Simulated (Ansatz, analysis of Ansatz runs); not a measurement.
# F centre in LiF: hyperfine coupling against experiment

Subject: F centre in LiF. Wanted: its hyperfine coupling, in one set-up (r2SCAN, 128-site cell, r2SCAN lattice, 500 eV, k: the single point 1/4 1/4 1/4). The model is a cell of 128 host atoms with 1 F taken out. The isotropic coupling follows from the spin density at the nucleus, the nuclear g-factor and the total spin. A meta-GGA costs about twice a GGA and mends lattice constants and part of the gap.

What was measured. 7Li, shell I: 39.06 MHz, by ENDOR (quoted in “F center in LiF: A quantum mechanical ab initio investigation of the hyperfine interaction between the unpaired electron at the vacancy and its first seven neighbors”, 2001, G. Mallia et al., quoting earlier work (1968)). 19F, shell II: 105.9 MHz, by ENDOR (quoted in “F center in LiF: A quantum mechanical ab initio investigation of the hyperfine interaction between the unpaired electron at the vacancy and its first seven neighbors”, 2001, G. Mallia et al., quoting earlier work (1968)). 7Li, shell III: 0.5 MHz, by ENDOR (quoted in “F center in LiF: A quantum mechanical ab initio investigation of the hyperfine interaction between the unpaired electron at the vacancy and its first seven neighbors”, 2001, G. Mallia et al., quoting earlier work (1968)). 19F, shell IV: 0.48 MHz, by ENDOR (quoted in “F center in LiF: A quantum mechanical ab initio investigation of the hyperfine interaction between the unpaired electron at the vacancy and its first seven neighbors”, 2001, G. Mallia et al., quoting earlier work (1968)). The calculation is set beside it at the end.

Program: Ansatz 0.2.0. Level of theory: plane-wave PAW DFT, r2SCAN; relaxation of all atoms of a defect supercell. Results are calculated unless marked as measured.

## 1. Starting point

The cell holds 127 atoms: 64 Li and 63 F. Cell: a = 11.285 Å, b = 11.285 Å, c = 11.285 Å, α = 60.0°, β = 60.0°, γ = 60.0°. It derives from LiF (space group Fm-3m). Nearest the centre at fractional (0.375, 0.625, 0.375): Li58 at 1.99 Å, Li52 at 1.99 Å, Li60 at 1.99 Å, Li84 at 1.99 Å, Li90 at 1.99 Å, Li82 at 1.99 Å, F50 at 2.82 Å, F28 at 2.82 Å.

The host's primitive cell comes from a first run (plane-wave PAW DFT, r2SCAN; relaxation of the host's cell and atoms): vectors of 2.821, 2.821 and 2.821 Å. That is 7.94 Å³ an atom, 2.8 % under the diffraction cell's volume. The supercell is built on it.

## 2. Relaxation, charge 0

Every later number rests on the structure around the defect, so the atoms are relaxed at the host's lattice first.

The input, relax/input.yaml:

```yaml
relax:
  f_tol: 0.02
  max_steps: 80
  escape_saddle: false
crystal:
  lattice:
    - [0.0, 7.97957509, 7.97957509]
    - [7.97957509, 0.0, 7.97957509]
    - [7.97957509, 7.97957509, 0.0]
  atoms:
    - { symbol: Li, position: [0.0, 0.0, 0.0] }
    - { symbol: F, position: [0.125, 0.125, 0.125] }
    - { symbol: Li, position: [0.0, 0.0, 0.25] }
[... 1 atom line left out ...]
    - { symbol: Li, position: [0.0, 0.0, 0.5] }
[... 8 atom lines left out ...]
    - { symbol: F, position: [0.125, 0.375, 0.625] }
[... 5 atom lines left out ...]
    - { symbol: F, position: [0.125, 0.625, 0.375] }
    - { symbol: Li, position: [0.0, 0.5, 0.5] }
    - { symbol: F, position: [0.125, 0.625, 0.625] }
    - { symbol: Li, position: [0.0, 0.5, 0.75] }
[... 2 atom lines left out ...]
    - { symbol: F, position: [0.125, 0.875, 0.125] }
    - { symbol: Li, position: [0.0, 0.75, 0.25] }
    - { symbol: F, position: [0.125, 0.875, 0.375] }
    - { symbol: Li, position: [0.0, 0.75, 0.5] }
    - { symbol: F, position: [0.125, 0.875, 0.625] }
[... 2 atom lines left out ...]
    - { symbol: Li, position: [0.25, 0.0, 0.0] }
[... 1 atom line left out ...]
    - { symbol: Li, position: [0.25, 0.0, 0.25] }
[... 8 atom lines left out ...]
    - { symbol: F, position: [0.375, 0.375, 0.375] }
[... 1 atom line left out ...]
    - { symbol: F, position: [0.375, 0.375, 0.625] }
    - { symbol: Li, position: [0.25, 0.25, 0.75] }
[... 2 atom lines left out ...]
    - { symbol: F, position: [0.375, 0.625, 0.125] }
    - { symbol: Li, position: [0.25, 0.5, 0.25] }
    - { symbol: Li, position: [0.25, 0.5, 0.5] }
    - { symbol: F, position: [0.375, 0.625, 0.625] }
    - { symbol: Li, position: [0.25, 0.5, 0.75] }
[... 1 atom line left out ...]
    - { symbol: Li, position: [0.25, 0.75, 0.0] }
    - { symbol: F, position: [0.375, 0.875, 0.125] }
    - { symbol: Li, position: [0.25, 0.75, 0.25] }
    - { symbol: F, position: [0.375, 0.875, 0.375] }
    - { symbol: Li, position: [0.25, 0.75, 0.5] }
[... 1 atom line left out ...]
    - { symbol: Li, position: [0.25, 0.75, 0.75] }
[... 3 atom lines left out ...]
    - { symbol: Li, position: [0.5, 0.0, 0.25] }
[... 6 atom lines left out ...]
    - { symbol: F, position: [0.625, 0.375, 0.125] }
[... 1 atom line left out ...]
    - { symbol: F, position: [0.625, 0.375, 0.375] }
    - { symbol: Li, position: [0.5, 0.25, 0.5] }
    - { symbol: F, position: [0.625, 0.375, 0.625] }
[... 3 atom lines left out ...]
    - { symbol: F, position: [0.625, 0.625, 0.125] }
    - { symbol: Li, position: [0.5, 0.5, 0.25] }
    - { symbol: F, position: [0.625, 0.625, 0.375] }
    - { symbol: Li, position: [0.5, 0.5, 0.5] }
[... 3 atom lines left out ...]
    - { symbol: Li, position: [0.5, 0.75, 0.0] }
    - { symbol: F, position: [0.625, 0.875, 0.125] }
    - { symbol: Li, position: [0.5, 0.75, 0.25] }
[... 1 atom line left out ...]
    - { symbol: Li, position: [0.5, 0.75, 0.5] }
[... 13 atom lines left out ...]
    - { symbol: Li, position: [0.75, 0.25, 0.25] }
[... 7 atom lines left out ...]
    - { symbol: Li, position: [0.75, 0.5, 0.25] }
[... 5 atom lines left out ...]
    - { symbol: Li, position: [0.75, 0.75, 0.0] }
[... 1 atom line left out ...]
    - { symbol: Li, position: [0.75, 0.75, 0.25] }
[... 4 atom lines left out ...]
    - { symbol: F, position: [0.875, 0.875, 0.875] }
basis:
  ecutwfc: 500
  xc_grid: 2
hamiltonian:
  xc: r2scan
kpoints:
  mp_grid: { grid: [1, 1, 1], shift: [0.25, 0.25, 0.25] }
magnetization:
  spin_polarized: true
  initial_magnetization: 1
  spin_locking: { lock_magnetization: hard }
scf:
  occupations: { method: fermi_dirac, width: 0.01 }
  max_iter: 120
output:
  forces: true
checkpoint:
  write: "../relax.run"
  compress: false
  write_wavefunctions: true
  write_every: 100000
```

The run is started by

```console
> ansatz run input.yaml --threads 2 --pin off --max-ram 4710MiB --backend cpu --events-out ev --progress --plain --runs-dir out
```

Numbers of over 12 decimals in the logs are rounded to 6 here.

Output:

```text
[... repeated set-up lines and file paths are left out, and long positions are rounded to six places ...]
Warning: This run holds its total moment fixed (magnetization.spin_locking.lock_magnetization: hard) and mixes its density by anderson or broyden (scf.mixing.algorithm, typed or taken by auto). [...]
Engine: ansatz 0.2.0, aarch64-unknown-linux-gnu
Pseudopotentials: kind: paw
Pseudopotential: Li, paw, valence charge 3, recommended cutoff 500 eV (meta_gga), Li.paw.azcp
Pseudopotential: F, paw, valence charge 7, recommended cutoff 500 eV (meta_gga), F.paw.azcp
Functional definition: r2SCAN
  parameter k0 = 0.174
  parameter k1 = 0.065
  parameter a1 = 4.9479
  exchange = r2scan_x(k0 = k0, k1 = k1, a1 = a1)
  correlation = r2scan_c
Crystal: 127 atoms, lattice volume = 1016.177 Å³
Basis set: ecut = 500 eV, 25821 PW (Γ), exchange–correlation on 180×180×180 points (8 copies of the dense FFT grid, shifted against one another)
Bands: 444, of which v1, the nominal top of the filled ones, is band 317 counted from 1 (316 counted from 0)
Symmetry: 12 space group operations
k-points: 1
Non-local potential: Li, projectors of the file, l = 0: 3, l = 1: 2, l = 2: 1
Non-local potential: F, projectors of the file, l = 0: 2, l = 1: 2, l = 2: 1
PAW form: soft (Blöchl's): semilocal exchange-correlation on the pseudo side does not see the compensation charge
PAW frozen core: F, regenerated for the run's functional (the file was generated under x = pbe(κ = 0.804, μ = 0.219515), c = pbe(β = 0.066725))
PAW one-centre angular grid: Li, 302 points (default); XC on 327 of its mesh's 2665 points in the sphere
PAW one-centre angular grid: F, 302 points (default); XC on 160 Gauss nodes
Initial density: superposition of atomic densities (chi_scale 0.1, normalization cell, long waves kept (reshape's long-wave potential 0.35 eV rms))
Starting moments: Σ|m| = 1 μB on 127 of 127 sites
Initial wavefunctions: pseudopotential atomic-orbital guess
Functional: x = r2scan, c = r2scan; τ floored in thin density (d = 2e-4 eV/Å³)
iter 1 solved again at ethr=2.88e-3 eV; its pass at ethr=3.10e-3 eV (dr2=1.82e1 eV) is discarded
SCF iter   1: F=—  HF=-64341.792062 eV  |F-HF|=—  |Δ(HF+E_count)|=         —  Δρ=3.01e-2 (↑2.88e-2 ↓3.01e-2)  dr2=1.82e1  dr2_τ=4.02e-1  dr2_m=9.57e-2  M=1.000 μB ∫|m|=1.047 μB  β_m=1.20  ethr=2.88e-3  ⟨swp⟩=14.0  Hψ=9178  notcnv=0  defer=10
preconditioner: auto → Resta (q_TF=auto, 2.521 Å⁻¹)  ε∞=2.9  [insulator: Δε(μ)=4.608 eV  Ē_g=16.394 eV  σ=0.010 eV  W_gap=1.00  n_scr=282 (ndim 8)  ℏωp=22.7 eV  f_vac=0.000  D(μ)=0.00/eV (n_scr^D=0)  ε∞_Penn≈2.9]
spin=Collinear: Resta preconditioning applied to the charge; magnetization (m = ρ↑ − ρ↓) channel mixes plain (no charge-response kernel on spin).
SCF iter   2: F=—  HF=-64354.323406 eV  |F-HF|=—  |Δ(HF+E_count)|=    1.25e1  Δρ=2.14e-2 (↑2.14e-2 ↓2.10e-2)  dr2=1.01e1  dr2_τ=1.93e-1  dr2_m=2.00e-3  M=1.000 μB ∫|m|=1.063 μB  β_m=1.20  ethr=2.88e-3  ⟨swp⟩=3.0  Hψ=1038  notcnv=0  defer=246  κ⁻¹=1.0e0(r=1)
SCF iter   3: F=—  HF=-64358.483134 eV  |F-HF|=—  |Δ(HF+E_count)|=    4.16e0  Δρ=7.59e-3 (↑7.01e-3 ↓7.59e-3)  dr2=1.53e0  dr2_τ=3.14e-2  dr2_m=9.04e-3  M=1.000 μB ∫|m|=1.025 μB  β_m=1.20  ethr=1.59e-3  ⟨swp⟩=2.5  Hψ=1158  notcnv=0  defer=246  κ⁻¹=1.2e-1(r=2)
SCF iter   4: F=—  HF=-64358.706101 eV  |F-HF|=—  |Δ(HF+E_count)|=   2.23e-1  Δρ=2.23e-3 (↑2.04e-3 ↓2.23e-3)  dr2=1.14e-1  dr2_τ=5.85e-3  dr2_m=2.05e-3  M=1.000 μB ∫|m|=1.026 μB  β_m=1.20  ethr=2.41e-4  ⟨swp⟩=3.5  Hψ=1663  notcnv=0  defer=246  κ⁻¹=1.9e-2(r=3)
SCF iter   5: F=—  HF=-64358.793383 eV  |F-HF|=—  |Δ(HF+E_count)|=   8.73e-2  Δρ=1.39e-3 (↑1.39e-3 ↓1.31e-3)  dr2=2.97e-2  dr2_τ=6.22e-4  dr2_m=6.43e-4  M=1.000 μB ∫|m|=1.018 μB  β_m=1.20  ethr=1.80e-5  ⟨swp⟩=4.0  Hψ=1359  notcnv=0  defer=246  κ⁻¹=3.8e-3(r=4)
SCF iter   6: F=—  HF=-64358.815673 eV  |F-HF|=—  |Δ(HF+E_count)|=   2.23e-2  Δρ=8.47e-4 (↑8.40e-4 ↓8.47e-4)  dr2=1.13e-2  dr2_τ=2.49e-4  dr2_m=1.59e-5  M=1.000 μB ∫|m|=1.020 μB  β_m=1.20  ethr=4.69e-6  ⟨swp⟩=2.5  Hψ=847  notcnv=0  defer=246  κ⁻¹=4.4e-4(r=5)
SCF iter   7: F=—  HF=-64358.828132 eV  |F-HF|=—  |Δ(HF+E_count)|=   1.25e-2  Δρ=1.34e-4 (↑1.08e-4 ↓1.34e-4)  dr2=4.62e-4  dr2_τ=1.27e-5  dr2_m=2.06e-5  M=1.000 μB ∫|m|=1.020 μB  β_m=1.20  ethr=1.79e-6  ⟨swp⟩=3.0  Hψ=1287  notcnv=0  defer=246  κ⁻¹=7.0e-5(r=6)
SCF iter   8: F=—  HF=-64358.829270 eV  |F-HF|=—  |Δ(HF+E_count)|=   1.14e-3  Δρ=8.73e-5 (↑8.73e-5 ↓8.55e-5)  dr2=1.36e-4  dr2_τ=4.30e-6  dr2_m=6.26e-7  M=1.000 μB ∫|m|=1.020 μB  β_m=1.20  ethr=7.30e-8  ⟨swp⟩=3.0  Hψ=1224  notcnv=0  defer=246  κ⁻¹=8.8e-6(r=7)
SCF iter   9: F=—  HF=-64358.829340 eV  |F-HF|=—  |Δ(HF+E_count)|=   6.98e-5  Δρ=4.59e-5 (↑4.50e-5 ↓4.59e-5)  dr2=4.31e-5  dr2_τ=1.09e-6  dr2_m=5.92e-7  M=1.000 μB ∫|m|=1.019 μB  β_m=1.20  ethr=2.14e-8  ⟨swp⟩=2.0  Hψ=1399  notcnv=0  defer=246  κ⁻¹=2.6e-6(r=8)
SCF iter  10: F=—  HF=-64358.829370 eV  |F-HF|=—  |Δ(HF+E_count)|=   3.06e-5  Δρ=1.06e-5 (↑9.20e-6 ↓1.06e-5)  dr2=2.77e-6  dr2_τ=9.30e-8  dr2_m=2.88e-8  M=1.000 μB ∫|m|=1.020 μB  β_m=1.20  ethr=1.58e-9  ⟨swp⟩=1.0  Hψ=2173  notcnv=0  κ⁻¹=2.9e-7(r=8)
SCF iter  11: F=-64358.829367 eV  HF=-64358.829368 eV  |F-HF|=1.24e-6  |Δ(HF+E_count)|=   2.01e-6  Δρ=5.78e-6 (↑5.78e-6 ↓5.51e-6)  dr2=6.14e-7  dr2_τ=3.57e-8  dr2_m=6.76e-9  M=1.000 μB ∫|m|=1.020 μB  ethr=4.37e-10  ⟨swp⟩=2.5  Hψ=1530  notcnv=0
SCF 1 converged in 11 iterations: F = -64358.829367 eV  dr2 = 6.14e-7
  greatest PAW one-centre occupation: 0.999 electrons in one spin orbital (limit 2), on the Li atom at site 113 (counted from 0), in its partial waves of l = 0
relax step   1: F+E_penalty+E_count = -64358.82936711 eV  Δ(F+E_penalty+E_count) = +0.000e0 eV  max|allowed force component| = 1.814e-1 eV/Å  Δτ_max = 0.0000 Å  (11 SCF iters, dr2 threshold 1.00e-5 eV, accepted)
[... the SCF cycles and remarks between the steps are left out from here to the last step ...]
relax step   2: F+E_penalty+E_count = -64358.84561177 eV  Δ(F+E_penalty+E_count) = -1.624e-2 eV  max|allowed force component| = 7.413e-2 eV/Å  Δτ_max = 0.0215 Å  (7 SCF iters, dr2 threshold 2.06e-6 eV, accepted)
relax step   3: F+E_penalty+E_count = -64358.85221646 eV  Δ(F+E_penalty+E_count) = -6.605e-3 eV  max|allowed force component| = 3.081e-2 eV/Å  Δτ_max = 0.0146 Å  (8 SCF iters, accepted)
SCF iter   1: F=—  HF=-64358.848423 eV  |F-HF|=—  |Δ(HF+E_count)|=         —  Δρ=2.49e-4 (↑2.38e-4 ↓2.49e-4)  dr2=1.12e-3  dr2_τ=7.33e-3  dr2_m=3.97e-6  M=1.000 μB ∫|m|=1.020 μB  β_m=1.20  ethr=2.27e-6  ⟨swp⟩=5.5  Hψ=2334  notcnv=0  defer=239
SCF iter   2: F=—  HF=-64358.851638 eV  |F-HF|=—  |Δ(HF+E_count)|=   3.21e-3  Δρ=1.80e-4 (↑1.80e-4 ↓1.80e-4)  dr2=6.85e-4  dr2_τ=2.12e-5  dr2_m=1.81e-7  M=1.000 μB ∫|m|=1.020 μB  β_m=1.20  ethr=1.77e-7  ⟨swp⟩=2.0  Hψ=1581  notcnv=0  defer=246  κ⁻¹=1.0e0(r=1)
SCF iter   3: F=—  HF=-64358.851737 eV  |F-HF|=—  |Δ(HF+E_count)|=   9.96e-5  Δρ=8.00e-5 (↑8.00e-5 ↓7.99e-5)  dr2=1.70e-4  dr2_τ=4.37e-6  dr2_m=2.72e-7  M=1.000 μB ∫|m|=1.019 μB  β_m=1.20  ethr=1.08e-7  ⟨swp⟩=2.0  Hψ=800  notcnv=0  defer=246  κ⁻¹=2.6e-2(r=2)
SCF iter   4: F=—  HF=-64358.851795 eV  |F-HF|=—  |Δ(HF+E_count)|=   5.76e-5  Δρ=2.60e-5 (↑2.60e-5 ↓2.53e-5)  dr2=1.35e-5  dr2_τ=2.27e-7  dr2_m=3.35e-8  M=1.000 μB ∫|m|=1.020 μB  β_m=1.20  ethr=2.69e-8  ⟨swp⟩=2.0  Hψ=1125  notcnv=0  defer=246  κ⁻¹=5.1e-4(r=3)
SCF iter   5: F=—  HF=-64358.853624 eV  |F-HF|=—  |Δ(HF+E_count)|=   1.83e-3  Δρ=1.43e-5 (↑1.39e-5 ↓1.43e-5)  dr2=3.69e-6  dr2_τ=1.00e-7  dr2_m=2.51e-8  M=1.000 μB ∫|m|=1.020 μB  β_m=1.20  ethr=2.14e-9  ⟨swp⟩=2.0  Hψ=830  notcnv=0  defer=246  κ⁻¹=2.6e-4(r=4)
SCF iter   6: F=—  HF=-64358.853624 eV  |F-HF|=—  |Δ(HF+E_count)|=   3.77e-7  Δρ=5.56e-6 (↑5.52e-6 ↓5.56e-6)  dr2=6.29e-7  dr2_τ=2.88e-8  dr2_m=5.91e-9  M=1.000 μB ∫|m|=1.020 μB  β_m=1.20  ethr=5.82e-10  ⟨swp⟩=2.0  Hψ=1159  notcnv=0  defer=246  κ⁻¹=4.5e-5(r=5)
SCF iter   7: F=—  HF=-64358.853624 eV  |F-HF|=—  |Δ(HF+E_count)|=   1.67e-7  Δρ=2.57e-6 (↑2.57e-6 ↓2.44e-6)  dr2=1.09e-7  dr2_τ=6.93e-9  dr2_m=1.33e-9  M=1.000 μB ∫|m|=1.020 μB  β_m=1.20  ethr=9.94e-11  ⟨swp⟩=2.0  Hψ=1159  notcnv=0  defer=246  κ⁻¹=1.2e-5(r=6)
SCF iter   8: F=-64358.853624 eV  HF=-64358.853624 eV  |F-HF|=1.29e-8  |Δ(HF+E_count)|=   6.32e-8  Δρ=1.64e-6 (↑1.64e-6 ↓1.64e-6)  dr2=4.04e-8  dr2_τ=1.82e-9  dr2_m=8.81e-11  M=1.000 μB ∫|m|=1.020 μB  ethr=1.58e-11  ⟨swp⟩=3.0  Hψ=1680  notcnv=0
SCF 4 converged in 8 iterations: F = -64358.853624 eV  dr2 = 4.04e-8
relax step   4: F+E_penalty+E_count = -64358.85362422 eV  Δ(F+E_penalty+E_count) = -1.408e-3 eV  max|allowed force component| = 6.958e-3 eV/Å  Δτ_max = 0.0067 Å  (8 SCF iters, accepted)
NSCF: frozen V_eff on 1 k-points
the band table was solved once a step of the walk had ended and its energy, with any forces and stress, was formed, with the checks that follow a solve (3550 applications of the Hamiltonian). They found nothing against the state; [...]
iter 1 solved again at ethr=6.39e-12 eV; its pass at ethr=3.10e-3 eV (dr2=4.04e-8 eV) is discarded
SCF iter   1: F=—  HF=-64358.853624 eV  |F-HF|=—  |Δ(HF+E_count)|=         —  Δρ=1.64e-6 (↑1.64e-6 ↓1.64e-6)  dr2=4.04e-8  dr2_τ=1.82e-9  dr2_m=8.86e-11  M=1.000 μB ∫|m|=1.020 μB  β_m=1.20  ethr=6.39e-12  ⟨swp⟩=1.0  Hψ=2466  notcnv=0
SCF iter   2: F=-64358.853624 eV  HF=-64358.853624 eV  |F-HF|=7.85e-9  |Δ(HF+E_count)|=   7.41e-9  Δρ=1.18e-6 (↑1.18e-6 ↓1.18e-6)  dr2=2.23e-8  dr2_τ=9.81e-10  dr2_m=1.55e-12  M=1.000 μB ∫|m|=1.020 μB  ethr=6.38e-12  ⟨swp⟩=2.5  Hψ=1442  notcnv=0
SCF 5 converged in 2 iterations: F = -64358.853624 eV  dr2 = 2.23e-8
NSCF: frozen V_eff on 1 k-points
the band table was solved once a step of the walk had ended and its energy, with any forces and stress, was formed, with the checks that follow a solve (2651 applications of the Hamiltonian). They found nothing against the state; [...]
SCF converged after 2 iterations
Stability not checked: this state was not tested for a lower state beside it, because the mixer in use, unlike msr1, does not test its closes by its own steps (another_mixer; see scf.mixing.algorithm and scf.lower_state_search)
Magnetization: 1.0000 μB (317.0000 up, 316.0000 down)
Absolute magnetization: 1.0202 μB (∫|ρ↑−ρ↓|, with the PAW one-centre terms)
Spin contamination: 0.0006 ħ² per cell (⟨S²⟩ above its minimum at these occupations)
Per-site moments (μB) at R_I (Å): [(5.1019029520328445e-6, 0.821948), (4.606436618610381e-5, 0.821838), (0.000148613, 0.820110), [... 124 left out ...]
Free energy (F): -64358.853624 eV
Harris-Foulkes:  -64358.853624 eV  (|F-HF|=7.85e-9)
Internal energy: -64358.853624 eV  (E = F + TS)
E sigma→0 (E₀):  -64358.853624 eV
Fermi energy:    7.821002 (↑ 8.934331, ↓ 4.670187) eV
--- Per-component energies (eV) ---
  E_band       = -8081.880819
  E_kinetic    = 14675.132915
  E_local      = -40736.033868  (includes V_loc(G=0)·N_el)
  E_nonlocal   = 2467.217774
  E_hartree    = 14365.650671
  E_xc         = -5754.154356
  E_vxc        = -8416.486162  (∫ρ·V_xc dr)
  E_paw        = -14203.472408  (= ΣΔE_a)
  E_vpaw       = -5412.954663  (= ΣTr[D̂ρ^β])
  E_aug_tail   = 0.072329  (compensation charges beyond the density's cutoff)
  E_vtau       = 609.870132  (kinetic-family band-sum trace: ∫τ·v_τ [+ j·A + Jᵃ·Aᵃ] dr)
  E_ewald      = -35171.289015
  E_core_change = -1.977666  (= ΣΔE_core)
  E_smearing   = -0.000000  (= −TS)
  E_closure    = 0.000000  (closes the sum)
  Σ components = -64358.853624   (vs F -64358.853624, Δ=0.00e0)
--- Forces (eV/Å), atoms counted from 1 ---
  atom   1  Li    -0.00000554    -0.00086599    -0.00000554
  atom   2  F      0.00024488     0.00250779     0.00024488
  [... 19 atoms left out ...]
  atom  22  F     -0.00299383    -0.00000000     0.00299383
  [... 23 atoms left out ...]
  atom  46  F      0.00000000    -0.00299383     0.00299383
  [... 5 atoms left out ...]
  atom  52  Li     0.00000398     0.00000398    -0.00266656
  [... 4 atoms left out ...]
  atom  57  F     -0.00000000     0.00299383    -0.00299383
  atom  58  Li     0.00000398    -0.00266656     0.00000398
  atom  59  F     -0.00298699    -0.00002192    -0.00298699
  atom  60  Li     0.00266656    -0.00000398    -0.00000398
  [... 21 atoms left out ...]
  atom  82  Li    -0.00266656     0.00000398     0.00000398
  [... 1 atom left out ...]
  atom  84  Li    -0.00000398     0.00266656    -0.00000398
  [... 5 atoms left out ...]
  atom  90  Li    -0.00000398    -0.00000398     0.00266656
  [... 37 atoms left out ...]
  max |Σ_I F_I| component: 2.42e-18 eV/Å
--- Band table (eV) ---
  k-point 0 ↑: bands = ["-41.3149", "-41.2972", "-41.2886", "-41.2881", [... 436 left out ...] "19.8580", "19.8580", "19.8692", "19.8744"]
  k-point 0 ↓: bands = ["-41.3141", "-41.2966", "-41.2884", "-41.2876", [... 436 left out ...] "19.8623", "19.8623", "19.8701", "19.8766"]
--- Relaxed structure (4 steps of the walk, 4 accepted, 0 SCFs on fresh bases) ---
  F+E_penalty+E_count = -64358.85362422 eV   max|allowed force component| = 6.958e-3 eV/Å
  atoms:
    - { symbol: Li, position: [-3.172001374989437e-5, 3.096505046026787e-5, -3.1720013749894386e-5] }
    - { symbol: F, position: [0.124878, 0.125168, 0.124878] }
    [... 19 atoms left out ...]
    - { symbol: F, position: [0.123785, 0.625, 0.626215] }
    [... 23 atoms left out ...]
    - { symbol: F, position: [0.375, 0.373785, 0.626215] }
    [... 5 atoms left out ...]
    - { symbol: Li, position: [0.247474, 0.497474, 0.502516] }
    [... 4 atoms left out ...]
    - { symbol: F, position: [0.375000, 0.876215, 0.123785] }
    - { symbol: Li, position: [0.247474, 0.752516, 0.247474] }
    - { symbol: F, position: [0.375006, 0.876207, 0.375006] }
    - { symbol: Li, position: [0.247484, 0.752526, 0.502526] }
    [... 21 atoms left out ...]
    - { symbol: Li, position: [0.502516, 0.497474, 0.247474] }
    [... 1 atom left out ...]
    - { symbol: Li, position: [0.502526, 0.497484, 0.502526] }
    [... 5 atoms left out ...]
    - { symbol: Li, position: [0.502526, 0.752526, 0.247484] }
    [... 37 atoms left out ...]
```

The job ended after 6.3 min (2 threads of Arm Neoverse V2, shared host; peak memory 4 GiB).

[end of part 1 of 2]

[Logs are printed without paths, hosts, clocks, repeated set-up lines and the standing remarks that a program may print on its own settings, such as how far it seeks lower states.]

[Hosts, paths, dates, database ids (printed as entryN), source tags and the programs' standing remarks are cut or masked in the printed files.]

[For some hosts the program warned that the k-mesh of the response run may be too coarse for force constants and the static dielectric constant; such warnings are not shown here.]
